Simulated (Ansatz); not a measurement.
# LuInI6: complex band structure, part 2 of 3

Wanted: the relaxed cell of LuInI6, its band edges and its decay constants. It is built by putting In for part of the Lu in the LuI3 structure of space group P6_3/mmc, with the volume rescaled by atomic radii. The parent structure comes from the Materials Project.

Ansatz 0.2.0; PBEsol DFT, plane waves, PAW files (the session's first sound run).

So far. Step 2 (Cell and atoms at rest): The largest force component on a free atom ends at 0.0012 eV/Å.

The structure was built from a prototype and need not be the compound's stable phase.

## 3. The bulk crystal and its band edges

The energy window and the wavevectors of the next steps follow from the band edges, so these are searched first, off the mesh as well.

input.yaml reads:

```yaml
crystal:
  lattice:
    - [10.6311948464, 0.0, 0.0]
    - [-5.3155974232, 9.2068848095, 0.0]
    - [0.0, 0.0, 3.8822914808]
  atoms:
    - { symbol: In, position: [0.3333333333, 0.6666666667, 0.75] }
    - { symbol: Lu, position: [0.6666666667, 0.3333333333, 0.25] }
    - { symbol: I, position: [0.2123586189, 0.4247172378, 0.25] }
    - { symbol: I, position: [0.5752827622, 0.7876413811, 0.25] }
    - { symbol: I, position: [0.2123586189, 0.7876413811, 0.25] }
    - { symbol: I, position: [0.7889753838, 0.5779507677, 0.75] }
    - { symbol: I, position: [0.4220492323, 0.2110246162, 0.75] }
    - { symbol: I, position: [0.7889753838, 0.2110246162, 0.75] }
kpoints:
  mp_grid: { grid: [4, 4, 6] }
  band_path: { path: [VBM, CBM], npoints: 30 }
scf:
  occupations: { method: fixed }
hamiltonian:
  xc: pbesol
output:
  eigenvalues: true
  write_potential: true
  write_density: true
  volumetric_format: npy
  elf: true
```

Started as:

```sh
> ansatz run input.yaml --threads 2 --pin off --max-ram 4096MiB --backend cpu --events-out ev --progress --plain --runs-dir out
```

Numbers of over 12 decimals in the logs are rounded to 6 here.

Output:

```text
[...]
Crystal: 8 atoms, lattice volume = 379.999 Å³
Basis set: ecut = 420 eV, 7399 PW (Γ)
Bands: 84, of which v1, the nominal top of the filled ones, is band 70 counted from 1 (69 counted from 0)
Symmetry: 12 space group operations
[...]
k-points: 16 of 96 (time reversal used)
[...]
SCF iter   1: F=—  HF=-64736.890205 eV  |F-HF|=—  |Δ(HF+E_count)|=         —  Δρ=2.03e-3  dr2=2.37e-2  ethr=1.77e-3  ⟨swp⟩=5.7  Hψ=4519  notcnv=0  defer=183
[...]
SCF iter   9: F=-64736.884575 eV  HF=-64736.884575 eV  |F-HF|=2.69e-10  |Δ(HF+E_count)|=   7.94e-8  Δρ=1.17e-6  dr2=9.57e-9  ethr=7.14e-11  ⟨swp⟩=17.3  Hψ=8192  notcnv=0
SCF 1 converged in 9 iterations: F = -64736.884575 eV  dr2 = 9.57e-9
[...]
NSCF: frozen V_eff on 28 k-points
[...]
WARN: The output density's exchange-correlation potential varies sharply where the density is thin. Do not read a vacuum level from v_tot or v_xc, or from such a field of the output density. On a cell that repeats whose density bears no net charge and no dipole along the vacuum's axis use v_es (v_loc + v_h of the components); under efield.dipole_correction with no amplitude use v_es + v_field, which holds any externa [...]
SCF converged after 9 iterations
Free energy (F): -64736.884575 eV
[...]
Internal energy: -64736.884575 eV  (E = F + TS)
E sigma→0 (E₀):  -64736.884575 eV
Fermi energy:    3.576927 eV
[...]
--- Band table (eV; the first three rows and the last of 16) ---
  k-point 0: bands = [... 66 lower, 3.2446, 3.4741, 3.4741, 3.5665, 5.0988, 5.5867, 7.5188, 7.5188, ... 10 higher]
  k-point 1: bands = [... 66 lower, 2.5961, 3.0168, 3.0168, 3.5769, 5.5819, 6.3545, 7.5628, 7.5628, ... 10 higher]
  k-point 2: bands = [... 66 lower, 2.6746, 3.1128, 3.1128, 3.5052, 4.7847, 7.1948, 7.1948, 7.4867, ... 10 higher]
  k-point 15: bands = [... 66 lower, 3.0478, 3.0739, 3.1985, 3.2720, 4.2827, 6.7667, 6.8963, 7.4208, ... 10 higher]
```

The job ended after 3.4 min (2 threads of Arm Neoverse V2, shared host; peak memory 1.1 GiB; 6.7 min of CPU time).

Reading the cycles: dr2 is the Hartree energy of the density residual (eV), the measure of convergence; HF is the Harris–Foulkes estimate of the energy, which meets the free energy F at convergence.

Numbers from this step:

* free energy: -64736.8846 eV
* Fermi energy: 3.577 eV
* gap on the k-mesh: 0.6099 eV
* gap on path: 0.6099 eV, by band count; negative where bands overlap
* direct gap on path: 0.9382 eV
* edge places on path: 0, 0.5395 1/A along the path

Electronic bands along the path, in eV, zero at the Fermi level (highest filled level under fixed occupations); v1 is the highest filled band, c1 the lowest empty one:

```
  point     v4     v3     v2     v1    c1    c2    c3    c4
    VBM  -0.98  -0.56  -0.56   0.00  2.00  2.78  3.99  3.99
halfway  -0.90  -0.46  -0.46  -0.07  1.21  3.62  3.62  3.91
    CBM  -0.53  -0.53  -0.42  -0.37  0.61  3.30  3.30  3.83
```

Electrostatic potential energy in the ab plane at fractional z = 0.250, with atoms of Lu and I within 0.2 Å of it. With pseudopotentials it is smooth inside the atoms' cores, unlike the true potential.

Ten even steps from '_' (-16 eV) to '@' (10 eV), each cell a mean:
```
@@@@@@@@@@@@@@@@@@@@@@@@@@@@@@@@@@@@@@@@@@@@@@@@@@@@@@@@@@@@
@@@@@@@@@@@@%%######%%@@@@@@@@@@@@%%%%####%%@@@@@@@@@@@@@@@@
@@@@@@@@@@##==::..--##%%@@@@@@%%##==::..--##%%@@@@@@@@@@@@@@
@@@@@@%%**..--++::__**%%@@@@%%++..--++....**%%@@@@@@@@@@@@@@
@@@@%%**..++@@@@--..##@@@@%%++..**@@@@::::##@@@@@@@@@@@@@@@@
@@@@##--..@@@@++..++%%@@%%##::::@@@@++..**@@@@@@@@@@@@@@@@@@
@@@@##::__--::..++%%%%%%%%**..__--::::**@@@@@@@@@@@@@@@@@@@@
@@@@%%++----==##%%%%%%%%%%##==::--++##@@@@@@@@@@@@@@@@@@@@@@
@@@@@@%%%%%%%%@@%%%%%%@@@@%%%%%%%%@@@@@@@@@@@@@@@@@@@@@@@@@@
@@@@@@@@@@@@@@%%%%%%%%@@@@@@@@@@@@@@@@@@@@@@@@@@@@@@@@@@@@@@
@@@@@@@@@@%%##**++**##@@@@@@@@@@@@@@@@@@@@@@@@@@@@@@@@@@@@@@
@@@@@@@@%%++::____::**%%@@@@@@@@@@@@@@@@%%%%%%%%%%%%@@@@@@@@
@@@@@@%%==..++##--__**@@@@@@@@@@@@@@%%%%****++**##%%@@@@@@@@
@@@@%%++..##@@@@--::%%@@@@@@@@@@@@%%**==..__..--**%%%%@@@@@@
@@@@##::..%%##--::**@@@@@@@@@@@@%%**::________::**%%@@@@@@@@
@@@@##--__....--##@@@@@@@@@@@@%%**--__________--##%%@@@@@@@@
@@@@%%**++++##%%@@@@@@@@@@@@@@##++__________::**%%@@@@@@@@@@
@@@@@@%%%%@@@@@@@@@@@@@@@@@@%%##==________--**%%@@@@@@@@@@@@
@@@@@@@@@@@@@@@@@@@@@@@@@@@@%%##**--::--++##%%@@@@@@@@@@@@@@
@@@@@@@@@@@@@@@@@@@@@@@@@@@@@@%%########%%@@@@@@@@@@@@@@@@@@
@@@@@@@@@@@@@@@@@@@@@@@@@@@@@@@@%%%%%%@@@@@@@@@@@@@@@@@@@@@@
@@@@@@@@@@@@@@@@@@@@@@@@@@@@@@@@@@@@@@@@@@@@@@@@@@@@@@@@@@@@
@@@@@@@@@@@@@@@@@@@@@@@@@@@@@@@@@@@@@@@@@@@@@@@@@@@@@@@@@@@@
@@@@@@@@@@@@@@@@@@@@@@@@@@@@@@@@@@@@@@@@@@@@@@@@@@@@@@@@@@@@
```
Columns run along a (10.6 Å; values clipped at the 3rd and 97th percentile), rows up along b (10.6 Å). Atoms in or near the plane, at fractional coordinates: Lu at (0.67, 0.33), I at (0.21, 0.42), I at (0.58, 0.79), I at (0.21, 0.79).

ELF in the ab plane at fractional z = 0.250, with atoms of Lu and I within 0.2 Å of it. It is the smooth field of the valence electrons, not physical close to the nuclei.

Values, 13 rows by 16 columns, each cell a mean:
```
0.00 0.05 0.25 0.51 0.66 0.68 0.40 0.05 0.22 0.58 0.68 0.63 0.38 0.10 0.01 0.00
0.05 0.41 0.71 0.66 0.64 0.74 0.37 0.20 0.69 0.65 0.66 0.75 0.54 0.10 0.00 0.00
0.24 0.72 0.57 0.31 0.43 0.56 0.17 0.53 0.45 0.31 0.56 0.73 0.28 0.01 0.00 0.01
0.44 0.77 0.57 0.46 0.54 0.22 0.26 0.60 0.49 0.56 0.74 0.34 0.03 0.01 0.01 0.02
0.41 0.75 0.63 0.39 0.17 0.10 0.18 0.52 0.71 0.66 0.24 0.03 0.04 0.05 0.03 0.02
0.11 0.17 0.17 0.37 0.50 0.46 0.17 0.10 0.18 0.07 0.03 0.08 0.11 0.09 0.04 0.02
0.05 0.39 0.66 0.48 0.49 0.70 0.46 0.04 0.01 0.02 0.05 0.09 0.09 0.06 0.02 0.01
0.32 0.77 0.52 0.31 0.54 0.75 0.27 0.02 0.02 0.06 0.40 0.60 0.30 0.02 0.02 0.01
0.46 0.77 0.64 0.65 0.71 0.28 0.03 0.06 0.06 0.46 0.84 0.81 0.26 0.06 0.04 0.02
0.33 0.68 0.69 0.52 0.15 0.02 0.06 0.12 0.09 0.51 0.66 0.29 0.11 0.09 0.04 0.02
0.09 0.24 0.17 0.03 0.01 0.04 0.08 0.11 0.05 0.06 0.06 0.10 0.09 0.05 0.02 0.01
0.01 0.01 0.00 0.00 0.01 0.03 0.04 0.04 0.02 0.02 0.04 0.05 0.03 0.01 0.00 0.00
0.00 0.00 0.00 0.02 0.04 0.05 0.04 0.01 0.01 0.02 0.05 0.05 0.03 0.01 0.00 0.00
```
Columns run along a (10.6 Å), rows up along b (10.6 Å). Atoms in or near the plane, at fractional coordinates: Lu at (0.67, 0.33), I at (0.21, 0.42), I at (0.58, 0.79), I at (0.21, 0.79).

Valence density in the ab plane at fractional z = 0.250, with atoms of Lu and I within 0.2 Å of it. It is the smooth field of the valence electrons, not physical close to the nuclei.

Ten steps, logarithmic in the rise over the least value, from '_' (0 e/Å³) to '@' (38 e/Å³), each cell a mean:
```
____________________________________________________________
______________......________________......__________________
__________....::::::..__________..::::::....________________
________..::++**==::..________..--++**==::..________________
______..--**%%##++::..______..--**%%##++::..________________
____..::==####**--..______..::==####**--..__________________
____..::--++==::..________..::--++==::..____________________
____....::::....__________....::::....______________________
____________________________________________________________
____________________________________________________________
____________..........______________________________________
__________..::--::::..______________________________________
________..==****++::..______________________________________
______..--##%%##++::..________________..::--::..____________
____..::==####++::..________________::++####++::____________
____..::--==--::..________________..++%%@@%%++..____________
______........__________________..--**@@%%**::______________
________________________________..--++++==::________________
__________________________________......____________________
____________________________________________________________
____________________________________________________________
____________________________________________________________
____________________________________________________________
____________________________________________________________
```
Columns run along a (10.6 Å), rows up along b (10.6 Å). Atoms in or near the plane, at fractional coordinates: Lu at (0.67, 0.33), I at (0.21, 0.42), I at (0.58, 0.79), I at (0.21, 0.79).

The searched edges give 0.610 eV, as on the mesh.

## 4. Complex bands

This step: PBEsol DFT, plane waves, PAW files; complex bands by layer matching along the plane's normal (Ansatz 0.2.0).

The same crystal is laid in a cell whose first two vectors span the (100) plane (indices of the standard conventional cell, whose axes can be ordered otherwise than in the bulk input). At fixed energy and wavevector in the plane the solver finds all kz, real and complex. A few wavevectors are listed, (0, 0) and (0, -0.5) in units of the plane's reciprocal vectors; the slowest state needn't be among them.

input.yaml reads:

```yaml
crystal:
  lattice:
    - [10.631194846, 0.0, 0.0]
    - [0.0, 3.882291481, 0.0]
    - [5.315597423, 0.0, 9.20688481]
  atoms:
    - { symbol: In, position: [0.3333333333, 0.75, 0.3333333333] }
    - { symbol: Lu, position: [0.6666666667, 0.25, 0.6666666667] }
    - { symbol: I, position: [0.2123586189, 0.25, 0.2123586189] }
    - { symbol: I, position: [0.2123586189, 0.25, 0.5752827622] }
    - { symbol: I, position: [0.5752827622, 0.25, 0.2123586189] }
    - { symbol: I, position: [0.7889753838, 0.75, 0.7889753838] }
    - { symbol: I, position: [0.7889753838, 0.75, 0.4220492323] }
    - { symbol: I, position: [0.4220492323, 0.75, 0.7889753838] }
kpoints:
  mp_grid: { grid: [4, 6, 4] }
scf:
  occupations: { method: fixed }
hamiltonian:
  xc: pbesol
output:
  eigenvalues: true
  transmission:
    leads: [[0, 0]]
    kpoints: [[0.0, 0.0], [0.0, -0.5]]
    e_range: [-1.0, 1.61]
    de: 0.07
```

Output:

```text
[...]
Crystal: 8 atoms, lattice volume = 379.999 Å³
Basis set: ecut = 420 eV, 7399 PW (Γ)
Bands: 84, of which v1, the nominal top of the filled ones, is band 70 counted from 1 (69 counted from 0)
Symmetry: 12 space group operations
[...]
k-points: 16 of 96 (time reversal used)
[...]
SCF iter   1: F=—  HF=-64736.890263 eV  |F-HF|=—  |Δ(HF+E_count)|=         —  Δρ=2.03e-3  dr2=2.37e-2  ethr=1.77e-3  ⟨swp⟩=5.4  Hψ=4514  notcnv=0  defer=183
[...]
SCF iter   9: F=-64736.884575 eV  HF=-64736.884575 eV  |F-HF|=7.28e-12  |Δ(HF+E_count)|=   8.06e-8  Δρ=1.20e-6  dr2=9.87e-9  ethr=7.14e-11  ⟨swp⟩=17.1  Hψ=8268  notcnv=0
SCF 1 converged in 9 iterations: F = -64736.884575 eV  dr2 = 9.87e-9
[...]
transmission: 14 of 28 steps passed
transmission: 28 of 28 steps passed
SCF converged after 9 iterations
Free energy (F): -64736.884575 eV
[...]
Internal energy: -64736.884575 eV  (E = F + TS)
E sigma→0 (E₀):  -64736.884575 eV
Fermi energy:    3.576927 eV
[...]
--- Band table (eV; the first three rows and the last of 16) ---
  k-point 0: bands = [... 66 lower, 3.2446, 3.4741, 3.4741, 3.5665, 5.0988, 5.5867, 7.5188, 7.5188, ... 10 higher]
  k-point 1: bands = [... 66 lower, 3.2286, 3.3971, 3.4753, 3.4870, 5.1460, 5.5939, 7.5300, 7.5302, ... 10 higher]
  k-point 2: bands = [... 66 lower, 3.1138, 3.2140, 3.4766, 3.4985, 5.1926, 5.5966, 7.5408, 7.5410, ... 10 higher]
  k-point 15: bands = [... 66 lower, 3.0478, 3.0739, 3.1985, 3.2720, 4.2827, 6.7667, 6.8963, 7.4208, ... 10 higher]
--- Transmission ---
  basis      : 359 plane waves across, 14 finite elements along
  points     : 2, as listed
  energies   : 38 from -1.000000 to 1.590000 eV about the Fermi level, 0.070000 eV apart; the leads are filled to 0.304945 eV, and channels, transmission and decay are at 0.330000 eV
  crystal 0  : I6In1Lu1, at the sites [0, 0], period 9.2069 Å: whole cells are its period
    offset         : up to 0.0000 Å between an atom of the period and one for which it stands
    channels       : 0.000000e0 a spin
    conductance    : none, the energies end too early or step too widely for 300 K: set another output.transmission.e_range or a lower de, or, where they end at an eighth of basis.ecutwfc, a higher one
    slowest decay  : 0.2201 /Å at (0.0000, 0.0000)
```

Elapsed: 2.6 min, on 2 threads; peak memory 1.5 GiB; 4.6 min of CPU time.

This step gave:

| Item | Value |
| --- | --- |
| level to which the leads are filled | 0.3049 eV from the Fermi level |
| decay constant at the filling level, zone centre | 0.2201 Å⁻¹ |
| decay constant at the filling level, slowest listed point | 0.2201 Å⁻¹ |

K parallel (0, 0); values up to 1.5 1/Å, a degenerate pair printed once or twice; energies at which all values exceed this have no row. Im kz of the slowest decaying states against energy, zero at the highest filled level on the SCF mesh:

```csv
energy (eV),decay 1 (Å⁻¹),decay 2 (Å⁻¹),decay 3 (Å⁻¹),decay 4 (Å⁻¹)
-1.00,0.174,0.229,0.302,0.398
-0.93,0.104,0.224,0.344,0.472
-0.79,0.0600,0.182,0.219,0.251
-0.72,0.0710,0.119,0.408,0.420
-0.58,0.0445,0.117,0.143,0.401
-0.51,0.0429,0.178,0.213,0.360
-0.37,0.105,0.223,0.310,0.460
-0.30,0.180,0.239,0.342,0.466
-0.16,0.224,0.265,0.392,0.477
-0.09,0.275,0.320,0.412,0.481
-0.02,0.284,0.297,0.430,0.485
0.05,0.0971,0.291,0.398,0.447
0.12,0.141,0.298,0.461,0.464
0.26,0.198,0.308,0.487,0.495
0.33,0.220,0.312,0.497,0.498
0.47,0.256,0.317,0.499,0.509
0.54,0.271,0.318,0.499,0.502
0.68,0.298,0.319,0.488,0.499
0.75,0.310,0.318,0.481,0.498
0.89,0.313,0.331,0.465,0.496
0.96,0.308,0.341,0.456,0.495
1.10,0.294,0.358,0.437,0.491
1.17,0.283,0.366,0.427,0.488
1.31,0.248,0.380,0.406,0.481
1.38,0.217,0.387,0.395,0.477
1.52,0.0296,0.373,0.399,0.468
1.59,0.361,0.405,0.463,0.614
```

K parallel (0, -0.5); values up to 1.5 1/Å, a degenerate pair printed once or twice; energies at which all values exceed this have no row. Im kz of the slowest decaying states against energy, zero at the highest filled level on the SCF mesh:

```csv
energy (eV),decay 1 (Å⁻¹),decay 2 (Å⁻¹),decay 3 (Å⁻¹),decay 4 (Å⁻¹)
-1.00,0.254,0.275,0.359,0.511
-0.79,0.281,0.344,0.354,0.437
-0.65,0.181,0.246,0.262,0.303
-0.44,0.124,0.182,0.270,0.280
-0.23,0.202,0.299,0.332,0.435
-0.09,0.305,0.308,0.437,0.477
-0.02,0.304,0.341,0.491,0.498
0.12,0.296,0.392,0.510,0.544
0.26,0.277,0.431,0.522,0.559
0.47,0.211,0.478,0.529,0.574
0.68,0.517,0.530,0.583,0.590
0.82,0.213,0.528,0.539,0.584
1.03,0.313,0.522,0.571,0.575
1.24,0.367,0.513,0.565,0.589
1.38,0.392,0.505,0.558,0.588
1.59,0.420,0.492,0.546,0.583
```

At the listed wavevectors the last open channel is at -0.02 eV and the next at +0.61 eV on the grid. At +0.33 eV, the grid energy nearest the filling level (the middle of the gap on the SCF mesh), the slowest state at the listed wavevectors decays with κ = 0.220 Å⁻¹, its amplitude falling by e over 4.5 Å. Through 1 nm of this crystal that state's transmission falls by exp(−2 × 0.220 Å⁻¹ × 10 Å) = 0.012.

[end of part 2 of 3]

[Logs are printed without paths, hosts, clocks, repeated set-up lines and the standing remarks that a program may print on its own settings, such as how far it seeks lower states.]

[Hosts, paths, dates, database ids (printed as entryN), source tags and the programs' standing remarks are cut or masked in the printed files.]
